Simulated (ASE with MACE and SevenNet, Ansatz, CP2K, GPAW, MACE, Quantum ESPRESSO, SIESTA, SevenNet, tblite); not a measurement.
# Machine-learned potentials on random packing of Al85Si15 (at. %) (104 atoms): settings against a plane-wave reference

Wanted: machine-learned potentials inputs and outputs for random packing of Al85Si15 (at. %) (104 atoms), checked against a plane-wave reference.

Main program and level: ASE with MACE and SevenNet; the method is named at each step.

### 1. The starting structure

The cell holds 104 atoms: 88 Al and 16 Si. Cell: a = 12.404 Å, b = 12.404 Å, c = 12.404 Å, α = 90.0°, β = 90.0°, γ = 90.0°. 104 atoms (88 Al, 16 Si) packed at random in a cube at 2.46 g/cm³ and pushed apart as soft spheres; a start for melting by ab initio MD, not an equilibrated structure. Then every atom was moved at random, 0.03 Å r.m.s. a Cartesian component.

The yardstick, on the same geometry:

```
method                 : Kohn-Sham DFT, PBE, PAW, plane waves (Ansatz 0.2.0); cutoff 420 eV, Γ point, fermi-dirac smearing of 0.05 eV; PAW set soft_2
r.m.s. force component : 1.426 eV/Å
longest force          : 4.778 eV/Å
pressure               : 14.21 GPa
SCF cycles             : 9
time                   : 18 s on 4 threads of Arm Neoverse V1, shared host
CPU time               : 71 s
```

### 2. MACE MP-0b3 medium potential

Method: machine-learned interatomic potential MACE MP-0b3 medium, trained on PBE(+U) plane-wave data.

Contents of run.py:

```python
import numpy as np
from ase.io import read
import mlip  # loads the published weights by name

atoms = read("structure.xyz")
atoms.calc = mlip.calc("mace-mp-0b3-medium")
energy = atoms.get_potential_energy()
forces = atoms.get_forces()
print(f"energy {energy:.6f} eV")
print("forces (eV/A)")
for i, (a, f) in enumerate(zip(atoms, forces)):
    print(f"{i:4d} {a.symbol:2s} {f[0]:10.5f} {f[1]:10.5f} {f[2]:10.5f}")
stress = -atoms.get_stress(voigt=False) * 160.21766
print("stress (GPa, compression positive)")
for row in stress:
    print(" ".join(f"{x:10.4f}" for x in row))
```

Contents of structure.xyz:

```xyz
104
Lattice="12.40380 0.00000 0.00000 0.00000 12.40380 0.00000 0.00000 0.00000 12.40380" Properties=species:S:1:pos:R:3 pbc="T T T"
Al 10.62634 1.20205 11.87664
Al 8.88497 8.41275 0.38973
Al 3.15044 4.18442 10.18885
Al 8.77110 2.56597 10.49796
Al 1.67327 4.81751 1.17191
Al 0.52555 0.04490 4.66867
Al 1.23381 9.14607 12.21018
Al 7.36401 9.22743 3.69857
Al 0.47804 4.64435 9.73326
Al 2.58545 6.58729 2.34990
Al 4.36130 5.02515 2.09500
Al 10.65474 3.81008 4.44056
Al 7.05789 0.80885 10.40877
Al 10.06420 8.85346 8.19395
Al 6.37642 10.41001 7.92330
Al 4.48645 10.83881 10.21304
Al 2.75997 10.85680 5.25164
Al 5.40694 2.93251 8.78350
Al 1.19759 3.54463 11.67632
Al 0.03721 4.40012 2.79086
Al 5.36675 2.29917 11.12087
Al 11.40988 3.28527 0.16075
Al 10.38210 9.11605 2.55642
Al 0.97668 7.09708 4.62476
Al 8.12796 4.25115 4.21605
Al 11.02785 12.05240 2.14003
Al 6.43856 7.18775 4.66110
Al 2.78403 0.23083 3.81330
Al 8.97092 0.07926 0.87931
Al 6.75982 3.79866 0.56623
Al 1.73107 2.69671 9.07028
Al 10.86250 7.44042 4.12377
Al 3.23764 9.12833 0.99466
Al 4.50320 3.21482 0.74708
Al 2.77324 12.07076 1.25564
Al 8.45108 5.38474 0.39519
Al 9.41572 3.63816 2.28490
Al 10.91001 11.99906 9.32294
Al 0.03771 8.72533 7.96361
Al 6.84070 9.20660 10.50515
Al 5.56745 5.07315 4.20452
Al 7.76441 6.17970 9.95194
Al 2.85473 7.88621 5.81006
Al 0.32783 0.92235 8.40680
Al 11.71018 5.70724 12.06170
Al 8.47849 3.27200 6.65588
Al 7.33846 10.97922 11.96595
Al 1.44901 9.78895 9.91560
Al 10.20771 5.35001 10.22396
Al 6.72422 7.13603 11.77902
Al 12.39995 11.39587 11.26836
Al 10.46459 1.86007 6.30473
Al 4.83401 8.39464 2.64573
Al 0.33627 10.71130 1.28975
Al 5.18007 0.04279 7.37952
Al 4.53272 1.86379 6.11458
[... 44 atom lines left out ...]
Si 0.06326 7.27322 1.87595
Si 4.90608 0.17030 4.59052
Si 2.50755 6.10602 11.96471
Si 11.25657 2.81938 10.39538
```

Launch:

```
OMP_NUM_THREADS=1 python run.py > output.txt
```

What it wrote:

```text
energy -348.030823 eV
forces (eV/A)
   0 Al    0.22448   -3.29669    0.02384
   1 Al   -1.22680   -1.56986    0.07263
   2 Al    2.59762    1.72514    0.70253
   3 Al   -0.20389    1.35881    0.05865
   4 Al    0.00652   -1.92565    0.73121
   5 Al   -2.08136   -2.76805   -1.91635
   6 Al    0.18206   -1.25484    0.18906
   7 Al    1.16542   -0.21990    0.82961
   8 Al   -1.70767    2.22942   -2.03796
   9 Al   -0.60892    3.57331    1.80353
  10 Al    0.34979   -1.35004    3.23186
  11 Al   -1.87522    0.72282    2.45414
  12 Al    0.04368   -1.35196   -2.88926
  13 Al   -0.49962    2.16072   -0.07351
  14 Al   -1.90070   -0.32726   -1.41630
  15 Al   -0.48224    0.37248   -0.17619
  16 Al   -1.31207   -1.21347    2.42841
  17 Al   -0.44007   -1.53546   -0.73399
  18 Al    1.84067   -2.66130    0.25743
  19 Al   -1.73963    2.57490   -2.64989
  20 Al   -1.50643   -0.66006    0.14985
  21 Al   -0.97803    1.41510    4.58456
  22 Al    0.57772    0.89555   -3.34351
  23 Al   -0.96854   -2.57601   -0.73911
[...]
96 Si    1.02554   -0.98193    0.48876
  97 Si   -0.45487   -1.88075   -0.63562
  98 Si    0.70404    1.21807   -0.64766
  99 Si   -1.79346   -1.65611   -0.54319
 100 Si   -0.13865   -0.00758    0.07419
 101 Si    2.20231    0.68813   -0.48511
 102 Si   -0.79717    1.38300   -2.74638
 103 Si    0.86073   -0.24326   -3.04783
stress (GPa, compression positive)
   14.5076     1.7778     0.5518
    1.7778    16.1715     0.2778
    0.5518     0.2778    15.1291
```

Run time: 10 s. Hardware: 1 thread of Arm Neoverse V1, shared host; peak memory 1 GiB.

Banners, paths, timers and routine set-up lines are dropped from the logs unmarked, and long logs keep their key lines alone; longer cuts are marked.

Against the reference:

| Property | Result |
| --- | --- |
| r.m.s. force component | 1.483 eV/Å |
| r.m.s. difference of force components | 231.9 meV/Å |
| longest difference of force vectors | 752.7 meV/Å |
| force difference over r.m.s. force | 16.27 % |
| slope of forces against the reference's | 1.028 |
| correlation of force components | 0.988 |
| pressure | 15.27 GPa |
| pressure difference | 1.057 GPa |

Length of the force difference by element (eV/Å):

```csv
element,atoms,mean,most
Al,88,0.36,0.75
Si,16,0.37,0.63
```

The surroundings of Si104, picked at random, nearest first, numbered as they follow in the input and with coordinates relative to it.

```csv
atom,x,y,z,distance (Å),Fx,Fy,Fz (eV/Å)
Si104,0.00,0.00,0.00,0.00,0.86,-0.24,-3.05
Al22,0.15,0.47,2.17,2.22,-0.98,1.42,4.58
Al1,-0.63,-1.62,1.48,2.28,0.22,-3.30,0.02
Al84,-0.91,1.05,-1.93,2.38,-1.46,-0.51,-1.88
Al4,-2.49,-0.25,0.10,2.50,-0.20,1.36,0.06
Al9,1.63,1.82,-0.66,2.53,-1.71,2.23,-2.04
Al49,-1.05,2.53,-0.17,2.74,-0.66,0.77,2.15
Al19,2.34,0.73,1.28,2.77,1.84,-2.66,0.26
Al44,1.48,-1.90,-1.99,3.12,0.94,0.23,1.34
Al31,2.88,-0.12,-1.33,3.17,0.45,-0.49,-1.64
```

Atoms are counted from 1 here, from 0 in the log.

Forces lie 16 % from the reference's, at 0.14 times its CPU time (on 1 against 4 cores).

### 3. SevenNet l3i5 potential

Method: machine-learned interatomic potential SevenNet l3i5, trained on PBE(+U) plane-wave data.

run.py, as its differences from that of step 2:

```diff
@@ -5,3 +5,3 @@
 atoms = read("structure.xyz")
-atoms.calc = mlip.calc("mace-mp-0b3-medium")
+atoms.calc = mlip.calc("7net-l3i5")
 energy = atoms.get_potential_energy()
```

structure.xyz is that of step 2.

What it wrote:

```text
energy -344.626923 eV
forces (eV/A)
   0 Al    0.30392   -3.43252   -0.18802
   1 Al   -0.97177   -1.85899   -0.03672
   2 Al    2.59735    1.56578    0.47125
   3 Al   -0.09335    1.44408   -0.09108
   4 Al    0.31702   -1.60599    0.78032
   5 Al   -1.59420   -3.15339   -2.39846
   6 Al    0.67179   -0.93066    0.24416
   7 Al    1.50426   -0.44457    0.97951
   8 Al   -1.77790    2.35526   -1.98100
   9 Al   -0.40063    3.19850    1.88685
  10 Al    0.36962   -1.27680    2.81145
  11 Al   -1.83366    0.46907    2.94868
  12 Al    0.05921   -1.71668   -2.77219
  13 Al   -0.49685    1.97787   -0.01018
  14 Al   -1.48249   -0.44955   -1.13347
  15 Al   -0.55096    0.22781   -0.19195
  16 Al   -1.61773   -1.16811    2.24428
  17 Al   -0.56040   -1.57587   -0.70440
  18 Al    1.55516   -2.39073    0.18705
  19 Al   -1.64623    2.65242   -2.87701
  20 Al   -1.93601   -0.66115    0.24840
  21 Al   -0.89177    1.37297    4.73567
  22 Al    0.54304    0.98862   -3.22344
  23 Al   -0.72174   -2.37982   -0.44351
[...]
96 Si    1.01722   -0.97608    0.63387
  97 Si   -0.54419   -1.94553   -0.47490
  98 Si    0.85141    1.10592   -0.53062
  99 Si   -2.33006   -1.82707   -0.04848
 100 Si   -0.44892    0.07298   -0.26701
 101 Si    2.46432    0.73422   -0.58875
 102 Si   -0.80636    1.22187   -2.62998
 103 Si    0.80770   -0.70708   -2.96126
stress (GPa, compression positive)
   13.4980     1.6867     0.5189
    1.6867    15.4462     0.3765
    0.5189     0.3765    14.0106
```

Wall time 12 s (1 thread); peak memory 1.4 GiB.

Compared with the plane-wave run:

```
r.m.s. force component                  : 1.467 eV/Å
r.m.s. difference of force components   : 237.1 meV/Å
longest difference of force vectors     : 1121 meV/Å
force difference over r.m.s. force      : 16.63 %
slope of forces against the reference's : 1.016
correlation of force components         : 0.987
pressure                                : 14.32 GPa
pressure difference                     : 0.1062 GPa
```

Against the first run (16 %), the force difference from the reference is 17 %, at 1.2 times the CPU time.

### 4. MACE MPA-0 medium potential

Method: machine-learned interatomic potential MACE MPA-0 medium, trained on PBE(+U) plane-wave data.

run.py, as its differences from that of step 3:

```diff
@@ -5,3 +5,3 @@
 atoms = read("structure.xyz")
-atoms.calc = mlip.calc("7net-l3i5")
+atoms.calc = mlip.calc("mace-mpa-0-medium")
 energy = atoms.get_potential_energy()
```

structure.xyz is that of step 3.

What it wrote:

```text
energy -344.253720 eV
forces (eV/A)
   0 Al    0.06577   -3.15124    0.07013
   1 Al   -1.06177   -1.69785   -0.00915
   2 Al    2.48103    1.55330    0.67050
   3 Al   -0.03887    1.22771   -0.04058
   4 Al   -0.11813   -1.98446    0.91811
   5 Al   -1.69314   -3.00528   -1.83872
   6 Al    0.33989   -0.94734   -0.05925
   7 Al    1.30439   -0.38297    1.11669
   8 Al   -1.31519    2.05298   -1.82004
   9 Al   -0.44796    3.27314    1.58132
  10 Al    0.32926   -1.13463    3.08072
  11 Al   -1.83537    0.36665    2.17226
  12 Al    0.01633   -1.29263   -2.93912
  13 Al   -0.54933    2.12322   -0.06257
  14 Al   -1.51470   -0.35646   -1.24339
  15 Al   -0.46504    0.22026   -0.13501
  16 Al   -1.62625   -1.26605    1.86798
  17 Al   -0.41826   -1.32601   -0.73544
  18 Al    1.50935   -2.32658    0.01871
  19 Al   -1.44852    2.36989   -2.39346
  20 Al   -1.51726   -0.60198    0.33483
  21 Al   -0.82771    1.25367    4.31732
  22 Al    0.45110    0.69711   -3.17075
  23 Al   -1.06593   -2.29223   -0.63835
[...]
96 Si    0.99568   -1.18727    0.78491
  97 Si   -0.38514   -1.81784   -0.63778
  98 Si    0.71802    0.91918   -0.57019
  99 Si   -1.85111   -1.74548   -0.51948
 100 Si   -0.29920   -0.00677   -0.11566
 101 Si    2.42329    0.85434   -0.65204
 102 Si   -0.70695    1.33214   -2.81086
 103 Si    0.90306   -0.57577   -2.84333
stress (GPa, compression positive)
   13.6858     1.6868     0.6081
    1.6868    15.3752     0.3858
    0.6081     0.3858    14.2602
```

Elapsed: 8.7 s, on 1 thread; peak memory 1 GiB.

Compared with the plane-wave run:

```yaml
r_m_s_force_component: 1.41 eV/Å
r_m_s_difference_of_force_components: 175.2 meV/Å
longest_difference_of_force_vectors: 575.9 meV/Å
force_difference_over_r_m_s_force: 12.28 %
slope_of_forces_against_the_reference_s: 0.9813
correlation_of_force_components: 0.9924
pressure: 14.44 GPa
pressure_difference: 0.2283 GPa
```

Against the first run (16 %), the force difference from the reference is 12 %, at 0.90 times the CPU time.

### 5. The ladder

Differences are against the plane-wave reference, forces as r.m.s. over components; share is that over the reference's r.m.s. force, slope the least-squares factor from reference forces to these. Total energies of different programs have different zeros and aren't compared.

```csv
run,"Δ force, r.m.s. (meV/Å)",share (%),slope,Δ pressure (GPa),cores,CPU time,memory (GiB)
reference,-,-,-,-,4,71 s,2.0
MACE MP-0b3 medium potential,232,16.3,1.028,1.06,1,9.6 s,1.0
SevenNet l3i5 potential,237,16.6,1.016,0.106,1,11 s,1.4
MACE MPA-0 medium potential,175,12.3,0.981,0.228,1,8.7 s,1.0
```

Times of the machine-learned potentials are mostly Python's start and the loading of weights.

CPU time is summed over cores on a shared host, where runs went side by side, so it is rough. Symmetry, cutoffs, thresholds, outputs and thread counts weren't matched or tuned between programs; memory under MPI is the largest rank's times the ranks.

A second geometry, displaced anew (every atom was moved at random, 0.04 Å r.m.s. a Cartesian component), gives an energy difference that all programs can be tested on. The reference puts it at 18.49 meV/atom.

```csv
run,energy less the first geometry's (meV/atom),error (meV/atom),force share at the second geometry (%)
MACE MP-0b3 medium potential,18.68,0.191,15.8
SevenNet l3i5 potential,20.96,2.46,16.6
MACE MPA-0 medium potential,18.09,-0.403,12.0
```

### 6. What came out

```json
{"nearest in forces": "MACE MPA-0 medium potential, 12 %", "its CPU time": "8.7 s"}
```

In words: Machine-learned potentials differ by 12 % (MACE MPA-0 medium potential) to 17 % (SevenNet l3i5 potential); they were trained on other programs' data. The energy difference between the two geometries, 18.5 meV/atom in the reference, is met best by MACE MP-0b3 medium potential (+0.191) and worst by SevenNet l3i5 potential (+2.46). Machine-learned potentials mimic data converged in k, so the reference's own k-point error enters their differences. The reference's pressure of 14 GPa belongs to a cell and atoms that aren't relaxed at this level. The electronic-structure runs sample only Γ, in a cell whose shortest periodic width is 12 Å, which is coarse for a cell with partly filled levels.

[Also dropped from logs without a mark: logging warnings of Python, and SIESTA's first energy breakdown and zero terms.]

[Logs are printed without paths, hosts, clocks, repeated set-up lines and the standing remarks that a program may print on its own settings, such as how far it seeks lower states.]

[Hosts, paths, dates, database ids (printed as entryN), source tags and the programs' standing remarks are cut or masked in the printed files.]
